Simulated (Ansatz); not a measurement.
# S on Hf(0001): change of the work function, part 3 of 4

How does S on the fcc site change the work function of Hf(0001) as the layer fills?

Ansatz 0.2.0; plane-wave DFT, PBE, Ansatz PAW.

So far, work function, upper face (eV): step 2 (the clean slab) 4.33; step 3 (37 atoms, coverage 0.111 ML, cell 3x3) 4.41.

## 4. The covered slab, k-mesh 6×6×1, coverage 0.25 ML

System of this step: S/Hf(0001). The cell holds 17 atoms: 16 Hf and 1 S. Its edges and angles: a = 6.400 Å, b = 6.400 Å, c = 27.765 Å, α = 90.0°, β = 90.0°, γ = 60.0°. Vacuum lies along c.

Another coverage, to see how the dipoles act on each other as their distance changes.

Input file input.yaml:

```yaml
crystal:
  lattice:
    - [6.4, 0.0, 0.0]
    - [3.2, 5.5425625842, 0.0]
    - [0.0, 0.0, 27.7647417261]
  atoms:
    - { symbol: Hf, position: [0.3333333333, 0.3333333333, 0.3241521239] }
    - { symbol: Hf, position: [0.0, 0.0, 0.4153181079] }
    - { symbol: Hf, position: [0.3333333333, 0.3333333333, 0.5103886146] }
    - { symbol: Hf, position: [0.0, 0.0, 0.596087531] }
    - { symbol: Hf, position: [0.3333333333, 0.8333333333, 0.3241521239] }
    - { symbol: Hf, position: [0.0, 0.5, 0.4153181079] }
    - { symbol: Hf, position: [0.3333333333, 0.8333333333, 0.5103886146] }
    - { symbol: Hf, position: [0.0, 0.5, 0.596087531] }
    - { symbol: Hf, position: [0.8333333333, 0.3333333333, 0.3241521239] }
    - { symbol: Hf, position: [0.5, 0.0, 0.4153181079] }
    - { symbol: Hf, position: [0.8333333333, 0.3333333333, 0.5103886146] }
    - { symbol: Hf, position: [0.5, 0.0, 0.596087531] }
    - { symbol: Hf, position: [0.8333333333, 0.8333333333, 0.3241521239] }
    - { symbol: Hf, position: [0.5, 0.5, 0.4153181079] }
    - { symbol: Hf, position: [0.8333333333, 0.8333333333, 0.5103886146] }
    - { symbol: Hf, position: [0.5, 0.5, 0.596087531] }
    - { symbol: S, position: [0.1666666667, 0.1666666667, 0.6758478761] }
kpoints:
  mp_grid: { grid: [6, 6, 1] }
hamiltonian:
  xc: pbe
scf:
  occupations: { method: fermi_dirac, width: 0.1 }
  convergence: { dr2_threshold: 1.0e-08 }
efield:
  axis: 3
  dipole_correction: true
  ramp_position: 0.97
  ramp_width: 0.06
relax:
  f_tol: 0.02
  max_steps: 60
  constraints: [{ sites: [0, 1, 4, 5, 8, 9, 12, 13] }]
output:
  dos: { projected: true, e_range: [-8, 4] }
  write_potential: true
  write_density: true
  volumetric_format: npy
  elf: true
```

Started as:

```console
ansatz run input.yaml --threads 4 --pin off --max-ram 16384MiB --backend cpu --events-out ev --progress --plain --runs-dir out
```

What it wrote:

```text
[...]
Crystal: 17 atoms, lattice volume = 984.882 Å³
Basis set: ecut = 420 eV, 19293 PW (Γ), exchange–correlation on 90×90×384 points (8 copies of the dense FFT grid, shifted against one another)
Bands: 254, of which v1, the nominal top of the filled ones, is band 211 counted from 1 (210 counted from 0)
Symmetry: 6 space group operations
[...]
k-points: 7 of 36 (time reversal used)
[...]
SCF iter   1: F=—  HF=-252439.082581 eV  |F-HF|=—  |Δ(HF+E_count)|=         —  Δρ=6.21e-3  dr2=8.17e0  ethr=1.77e-3  p=-0.188 e·Å  D=-3.45e-2 V/Å  ΔV_dip=0.96 eV  dr2_dipole=3.57e-1  V_vac-E_F(+/−)=5.41/4.45 eV  ⟨swp⟩=6.3  Hψ=5792  notcnv=0  defer=17
[...]
SCF iter  11: F=-252438.843669 eV  HF=-252438.843669 eV  |F-HF|=8.21e-9  |Δ(HF+E_count)|=   2.68e-8  Δρ=5.23e-7  dr2=4.97e-9  ethr=2.37e-12  p=-0.162 e·Å  D=-2.97e-2 V/Å  ΔV_dip=0.82 eV  dr2_dipole=2.12e-11  V_vac-E_F(+/−)=5.19/4.37 eV  ⟨swp⟩=17.9  Hψ=17234  notcnv=0
SCF 1 converged in 11 iterations: F = -252438.843669 eV  dr2 = 4.97e-9
[...]
relax step   1: F+E_penalty+E_count = -252438.84366874 eV  Δ(F+E_penalty+E_count) = +0.000e0 eV  max|allowed force component| = 3.153e0 eV/Å  Δτ_max = 0.0000 Å  (11 SCF iters, accepted)
[...]
SCF iter  11: F=-252439.541814 eV  HF=-252439.541814 eV  |F-HF|=5.91e-9  |Δ(HF+E_count)|=   2.09e-8  Δρ=3.34e-7  dr2=1.53e-9  ethr=2.37e-12  p=-0.094 e·Å  D=-1.72e-2 V/Å  ΔV_dip=0.48 eV  dr2_dipole=3.14e-11  V_vac-E_F(+/−)=4.84/4.37 eV  ⟨swp⟩=16.3  Hψ=15276  notcnv=0
SCF 2 converged in 11 iterations: F = -252439.541814 eV  dr2 = 1.53e-9
relax step   2: F+E_penalty+E_count = -252439.54181400 eV  Δ(F+E_penalty+E_count) = -6.981e-1 eV  max|allowed force component| = 1.943e0 eV/Å  Δτ_max = 0.1949 Å  (11 SCF iters, accepted)
SCF iter   1: F=—  HF=-252439.846721 eV  |F-HF|=—  |Δ(HF+E_count)|=         —  Δρ=2.79e-3  dr2=5.81e-1  ethr=7.41e-4  p=-0.094 e·Å  D=-1.72e-2 V/Å  ΔV_dip=0.48 eV  dr2_dipole=7.96e-2  V_vac-E_F(+/−)=4.85/4.37 eV  ⟨swp⟩=4.3  Hψ=3930  notcnv=0  defer=53
[...]
SCF iter  10: F=-252439.795909 eV  HF=-252439.795909 eV  |F-HF|=4.05e-9  |Δ(HF+E_count)|=   2.35e-8  Δρ=5.48e-7  dr2=7.61e-9  ethr=2.37e-12  p=-0.041 e·Å  D=-7.55e-3 V/Å  ΔV_dip=0.21 eV  dr2_dipole=7.93e-10  V_vac-E_F(+/−)=4.58/4.37 eV  ⟨swp⟩=16.6  Hψ=15839  notcnv=0
SCF 3 converged in 10 iterations: F = -252439.795909 eV  dr2 = 7.61e-9
relax step   3: F+E_penalty+E_count = -252439.79590901 eV  Δ(F+E_penalty+E_count) = -2.541e-1 eV  max|allowed force component| = 2.677e-1 eV/Å  Δτ_max = 0.1949 Å  (10 SCF iters, accepted)
[...]
relax step   4: F+E_penalty+E_count = -252439.79569861 eV  Δ(F+E_penalty+E_count) = +2.104e-4 eV  max|allowed force component| = 5.473e-1 eV/Å  Δτ_max = 0.1215 Å  (10 SCF iters, rejected (line search))
[...]
relax step   5: F+E_penalty+E_count = -252439.82014147 eV  Δ(F+E_penalty+E_count) = -2.423e-2 eV  max|allowed force component| = 7.036e-2 eV/Å  Δτ_max = 0.0600 Å  (10 SCF iters, accepted)
SCF iter   1: F=—  HF=-252439.826747 eV  |F-HF|=—  |Δ(HF+E_count)|=         —  Δρ=1.01e-3  dr2=8.15e-2  ethr=1.87e-4  p=-0.040 e·Å  D=-7.28e-3 V/Å  ΔV_dip=0.20 eV  dr2_dipole=1.33e-3  V_vac-E_F(+/−)=4.58/4.37 eV  ⟨swp⟩=2.1  Hψ=2839  notcnv=0  defer=51
[...]
SCF iter   9: F=-252439.823030 eV  HF=-252439.823030 eV  |F-HF|=4.25e-9  |Δ(HF+E_count)|=   2.98e-8  Δρ=5.47e-7  dr2=6.66e-9  ethr=2.37e-12  p=-0.039 e·Å  D=-7.14e-3 V/Å  ΔV_dip=0.20 eV  dr2_dipole=7.47e-12  V_vac-E_F(+/−)=4.57/4.37 eV  ⟨swp⟩=15.0  Hψ=15946  notcnv=0
SCF 6 converged in 9 iterations: F = -252439.823030 eV  dr2 = 6.66e-9
relax step   6: F+E_penalty+E_count = -252439.82302977 eV  Δ(F+E_penalty+E_count) = -2.888e-3 eV  max|allowed force component| = 7.534e-3 eV/Å  Δτ_max = 0.0344 Å  (9 SCF iters, accepted)
[...]
SCF converged after 9 iterations
Free energy (F): -252439.823030 eV
[...]
Internal energy: -252439.083823 eV  (E = F + TS)
E sigma→0 (E₀):  -252439.453427 eV
Entropy (-TS):   -0.739207 eV (-43.483 meV/atom)
Fermi energy:    4.691120 eV
Dipole field:    D = -0.007140 V/Å  (p = -0.038864 e·Å, saw-weighted, corrected)
Work function:   Φ+ = 4.5684 eV   Φ− = 4.3701 eV
[...]
--- Forces (eV/Å), atoms counted from 1 ---
  atom   1  Hf     0.01074618     0.00620431     0.65780636
  atom   2  Hf     0.01608003     0.00928381    -0.63878155
  atom   3  Hf     0.00652426     0.00376679     0.00195935
  atom   4  Hf    -0.00202351    -0.00116827     0.00237768
  atom   5  Hf     0.00000000    -0.01240861     0.65780636
  atom   6  Hf     0.00000000    -0.01856762    -0.63878155
  atom   7  Hf    -0.00000000    -0.00753357     0.00195935
  atom   8  Hf     0.00000000     0.00233655     0.00237768
  atom   9  Hf    -0.01074618     0.00620431     0.65780636
  atom  10  Hf    -0.01608003     0.00928381    -0.63878155
  atom  11  Hf    -0.00652426     0.00376679     0.00195935
  atom  12  Hf     0.00202351    -0.00116827     0.00237768
  atom  13  Hf     0.00000000     0.00000000     0.62710196
  atom  14  Hf    -0.00000000    -0.00000000    -0.70178609
  atom  15  Hf    -0.00000000     0.00000000     0.00461808
  atom  16  Hf     0.00000000    -0.00000000     0.00443240
  atom  17  S      0.00000000     0.00000000    -0.00445019
  max |Σ_I F_I| component: 1.66e-6 eV/Å
--- Band table (eV; the first three rows and the last of 7) ---
  k-point 0: bands = [... 207 lower, 4.8343, 4.8617, 4.9702, 5.1723, 5.1723, 5.3030, 5.3848, 5.7367, ... 39 higher]
  k-point 1: bands = [... 207 lower, 4.8036, 4.8372, 4.9075, 5.0580, 5.0636, 5.1157, 5.3224, 5.4587, ... 39 higher]
  k-point 2: bands = [... 207 lower, 4.5650, 4.6161, 4.6524, 4.6880, 4.7967, 4.8095, 4.9519, 5.0589, ... 39 higher]
  k-point 6: bands = [... 207 lower, 4.1111, 4.1616, 4.2854, 4.3045, 4.3235, 4.3678, 4.6073, 4.6659, ... 39 higher]
--- Relaxed structure (6 steps of the walk, 5 accepted, 0 SCFs on fresh bases) ---
  F+E_penalty+E_count = -252439.82302977 eV   max|allowed force component| = 7.534e-3 eV/Å
  atoms:
    - { symbol: Hf, position: [0.333333, 0.333333, 0.324152] }
    - { symbol: Hf, position: [2.666712e-17, 2.666712e-17, 0.415318] }
    - { symbol: Hf, position: [0.331743, 0.331743, 0.510577] }
    - { symbol: Hf, position: [-0.00503544, -0.00503544, 0.597852] }
    - { symbol: Hf, position: [0.333333, 0.833333, 0.324152] }
    - { symbol: Hf, position: [5.551115e-17, 0.5, 0.415318] }
    - { symbol: Hf, position: [0.331743, 0.836515, 0.510577] }
    - { symbol: Hf, position: [-0.00503544, 0.510071, 0.597852] }
    - { symbol: Hf, position: [0.833333, 0.333333, 0.324152] }
    - { symbol: Hf, position: [0.5, 2.666712e-17, 0.415318] }
    - { symbol: Hf, position: [0.836515, 0.331743, 0.510577] }
    - { symbol: Hf, position: [0.510071, -0.00503544, 0.597852] }
    - { symbol: Hf, position: [0.833333, 0.833333, 0.324152] }
    - { symbol: Hf, position: [0.5, 0.5, 0.415318] }
    - { symbol: Hf, position: [0.833333, 0.833333, 0.509050] }
    - { symbol: Hf, position: [0.5, 0.5, 0.594821] }
    - { symbol: S, position: [0.166667, 0.166667, 0.658410] }
```

Elapsed: 8.3 min, on 4 threads of Arm Neoverse V1, shared host; peak memory 5.5 GiB.

Step by step:

```tsv
step	energy less that of the first step (eV)	largest force component (eV/Å)
1	0.0000	3.1534
2	-0.6981	1.9435
3	-0.9522	0.2677
4	-0.9520	0.5473
5	-0.9765	0.0704
6	-0.9794	0.0075
```

Relaxation step 4 was tried and not accepted.

The run keeps the 6 symmetry operations that the program found, so distortions that break them were not tested.

The atoms that moved most (Å):

```tsv
atom	dx	dy	dz	length
S17	0.000	0.000	-0.484	0.484
Hf8	0.000	0.056	0.049	0.074
Hf4	-0.048	-0.028	0.049	0.074
Hf12	0.048	-0.028	0.049	0.074
Hf15	0.000	0.000	-0.037	0.037
Hf16	0.000	0.000	-0.035	0.035
Hf3	-0.015	-0.009	0.005	0.018
Hf11	0.015	-0.009	0.005	0.018
```

Final coordinates:

```cif
data_structure
_symmetry_space_group_name_H-M 'P 1'
_symmetry_Int_Tables_number 1
_cell_length_a 6.4000
_cell_length_b 6.4000
_cell_length_c 27.7647
_cell_angle_alpha 90.000
_cell_angle_beta 90.000
_cell_angle_gamma 60.000
_cell_volume 984.88
loop_
_atom_site_label
_atom_site_type_symbol
_atom_site_fract_x
_atom_site_fract_y
_atom_site_fract_z
_atom_site_occupancy
Hf1 Hf 0.33333 0.33333 0.32415 1
Hf2 Hf 0.00000 0.00000 0.41532 1
Hf3 Hf 0.33174 0.33174 0.51058 1
Hf4 Hf 0.99496 0.99496 0.59785 1
Hf5 Hf 0.33333 0.83333 0.32415 1
Hf6 Hf 0.00000 0.50000 0.41532 1
Hf7 Hf 0.33174 0.83651 0.51058 1
Hf8 Hf 0.99496 0.51007 0.59785 1
Hf9 Hf 0.83333 0.33333 0.32415 1
Hf10 Hf 0.50000 0.00000 0.41532 1
Hf11 Hf 0.83651 0.33174 0.51058 1
Hf12 Hf 0.51007 0.99496 0.59785 1
Hf13 Hf 0.83333 0.83333 0.32415 1
Hf14 Hf 0.50000 0.50000 0.41532 1
Hf15 Hf 0.83333 0.83333 0.50905 1
Hf16 Hf 0.50000 0.50000 0.59482 1
S17 S 0.16667 0.16667 0.65841 1
```

Read from the output:

| Quantity | Value |
| --- | --- |
| energy at zero smearing | -252439.4534 eV |
| work function, upper face | 4.568 eV |
| work function, lower face | 4.370 eV |
| dipole along the normal | -0.03886 e·Å |
| step between the vacuum levels | 0.1983 eV |

The density of states has structure finer than the step of the table below, so its rows give means over 0.5 eV. Peaks (eV: height): -4.09: 47.2, -0.96: 40.6, -0.81: 54.0, 0.63: 40.0, 1.11: 47.1, 1.20: 42.1, 1.47: 37.8.

Table of density of states by energy, zero at the Fermi level; means over each step:

```tsv
energy (eV)	density of states (states/eV a cell)
-7.5	0
-7.0	0.0503
-6.5	1.05
-6.0	1.27
-5.5	2.76
-5.0	2.92
-4.5	4.11
-4.0	11.6
-3.5	8.36
-3.0	11.1
-2.5	11.7
-2.0	15.8
-1.5	13.1
-1.0	24.4
-0.5	16.1
0.0	21.9
0.5	23.4
1.0	25.2
1.5	20.4
```

Projected DOS per atom over height of the atomic layer and energy from the Fermi level. Layers: Hf4 Hf4 Hf4 Hf4 S from below.

Ten even steps from '0' (0.00 states/eV) to '9' (3.24 states/eV), each cell a mean:
```
34430
33450
54330
53240
52240
32230
45440
32220
12322
22222
12111
12112
11117
00029
00001
00000
00000
00000
00000
00000
00000
00000
```
Columns: height of the atomic layer (Å) from 9 to 18.3 (not evenly spaced); rows upwards: energy from the Fermi level (eV) from -7.96 to 1.95.

Electrostatic potential energy in the ca plane at fractional y = 0.000, with atoms of Hf within 0.2 Å of it. With pseudopotentials it is smooth inside the atoms' cores, unlike the true potential.

Ten even steps from '0' (-36 eV) to '9' (9 eV), each cell a mean:
```
99851000479999998500004789999999999999999999
88874113688888888631026899999999999999999999
78887667888876788875568899999999999999999999
68898888998755678988889999999999999999999999
68898888998755678988889999999999999999999999
78887656888876788875568899999999999999999999
88874112688888888631026899999999999999999999
99851000379999998500004789999999999999999999
99850010379999998500103789999999999999999999
99862001589988898620015899999999999999999999
88886435788877788864457889999999999999999999
68888778898765678888788878999999999999999999
67899888998754578998888877899999999999999999
68888778898765678887788888999999999999999999
88886335788877788864457889999999999999999999
99862001589988998620015899999999999999999999
99850010379999998500103789999999999999999999
```
Columns run along c (16.0 Å, from fractional 0.34 to 0.92 of the cell; values clipped at the 3rd and 97th percentile), rows up along a (6.4 Å). Atoms in or near the plane, at fractional coordinates: Hf at (0.42, 0.00), Hf at (0.60, 0.99), Hf at (0.42, 0.50), Hf at (0.60, 0.51).

Valence density in the ca plane at fractional y = 0.000, with atoms of Hf within 0.2 Å of it. It is the smooth field of the valence electrons, not physical close to the nuclei.

Ten steps, logarithmic in the rise over the least value, from '0' (0 e/Å³) to '9' (29 e/Å³), each cell a mean:
```
11126897411111111369973100000000000000000000
11113664211111111146652000000000000000000000
11111221101112111112321000000000000000000000
21111111001122211111110000000000000000000000
21111111001122211111110000000000000000000000
11111221101112111113321000000000000000000000
11114664211111111146752000000000000000000000
11126997411111111369973100000000000000000000
11137998411111111379984100000000000000000000
11125786311111111257752100000000000000000000
11112443110111111123321111000000000000000000
11111111101122211111111121100000000000000000
21111110001123211100111222100000000000000000
11111111101122211111111121100000000000000000
11112443110111111123421111000000000000000000
11125786311111111257762100000000000000000000
11137998411111111379984100000000000000000000
```
Columns run along c (16.0 Å, from fractional 0.34 to 0.92 of the cell), rows up along a (6.4 Å). Atoms in or near the plane, at fractional coordinates: Hf at (0.42, 0.00), Hf at (0.60, 0.99), Hf at (0.42, 0.50), Hf at (0.60, 0.51).

ELF in the ca plane at fractional y = 0.000, with atoms of Hf within 0.2 Å of it. It is the smooth field of the valence electrons, not physical close to the nuclei.

Ten even steps from '0' (0.00) to '9' (0.84), each cell a mean:
```
76338999525767873389995100000000000000000000
44324785224333443258862100000000000000000000
22322222233122223222322221000000000000000000
21354223442133213432234543100000000000000000
21354223442133213432234543100000000000000000
22322232233122223223322221000000000000000000
45324786224333453258873100000000000000000000
77338999525777873389995100000000000000000000
87348999625788983389995112211000000000000000
56326998324545664269973256643100000000000000
23322553123212234224422689875210000000000000
22342222342123213422126899986310000000000000
21354323452134312442237999986420000000000000
22342222342123213322126899986310000000000000
23322553123222234224422689875210000000000000
66326998324545664269973256642100000000000000
87348999625788983389995112211000000000000000
```
Columns run along c (16.0 Å, from fractional 0.34 to 0.92 of the cell), rows up along a (6.4 Å). Atoms in or near the plane, at fractional coordinates: Hf at (0.42, 0.00), Hf at (0.60, 0.99), Hf at (0.42, 0.50), Hf at (0.60, 0.51).

The relaxation took 6 steps and lowered the energy by 0.98 eV; the largest force on the free atoms ends at 0.0075 eV/Å.

By hand: a sheet of dipoles makes a step −p/(ε₀A) in the electron's potential. With e/ε₀ = 180.95 V·Å, p = -0.03886 e·Å and A = 35.47 Å², that is −180.95 × (-0.03886) / 35.47 = +0.198 eV, and the two vacuum levels of the run differ by +0.198 eV.

The covered face has 4.57 eV, +0.24 eV against the clean one; the bare back face has moved by -0.01 eV, a measure of how thin the slab is.

## 5. Adsorbate added, k-mesh 6×6×1, coverage 0.5 ML

System of this step: S/Hf(0001). The cell holds 18 atoms: 16 Hf and 2 S. Cell: a = 6.400 Å, b = 6.400 Å, c = 27.765 Å, α = 90.0°, β = 90.0°, γ = 60.0°. Vacuum lies along c.

Another coverage, to see how the dipoles act on each other as their distance changes.

input.yaml, as its differences from that of step 4:

```diff
@@ -23,2 +23,3 @@
     - { symbol: S, position: [0.1666666667, 0.1666666667, 0.6758478761] }
+    - { symbol: S, position: [0.6666666667, 0.1666666667, 0.6758478761] }
 kpoints:
```

What it wrote:

```text
[...]
Crystal: 18 atoms, lattice volume = 984.882 Å³
Basis set: ecut = 420 eV, 19293 PW (Γ), exchange–correlation on 90×90×384 points (8 copies of the dense FFT grid, shifted against one another)
Bands: 257, of which v1, the nominal top of the filled ones, is band 214 counted from 1 (213 counted from 0)
Symmetry: 4 space group operations
[...]
- { symbol: Hf, position: [0.833333, 0.8333333333, 0.324152] }
    - { symbol: Hf, position: [0.5, 0.500000, 0.415318] }
    - { symbol: Hf, position: [0.830358, 0.839285, 0.509750] }
    - { symbol: Hf, position: [0.495182, 0.509637, 0.596363] }
    - { symbol: S, position: [0.152349, 0.195301, 0.659236] }
    - { symbol: S, position: [0.652349, 0.195301, 0.659236] }
[key lines of the parts left out:]
SCF converged after 9 iterations
Free energy (F): -253344.710471 eV
Fermi energy:    4.685757 eV
Dipole field:    D = -0.027360 V/Å  (p = -0.148913 e·Å, saw-weighted, corrected)
Work function:   Φ+ = 5.1298 eV   Φ− = 4.3701 eV
```

Elapsed: 20 min, on 4 threads; peak memory 6.4 GiB; 76 min of CPU time.

[end of part 3 of 4]

[Long decimals in the printed logs are rounded to 6 places.]

[Logs are printed without paths, hosts, clocks, repeated set-up lines and the standing remarks that a program may print on its own settings, such as how far it seeks lower states.]

[Hosts, paths, dates, database ids (printed as entryN), source tags and the programs' standing remarks are cut or masked in the printed files.]

[Maps of the electrostatic potential energy from Ansatz leave out the sawtooth potential of an applied field or a dipole correction, so their vacuum need not be flat; planar profiles and work functions include it.]

[The density of states shown here was stored with 400 of the rows of the run's finer table, so its peaks can read low, often by over a quarter, or be missed, and its means over a window can be off by a tenth or more.]
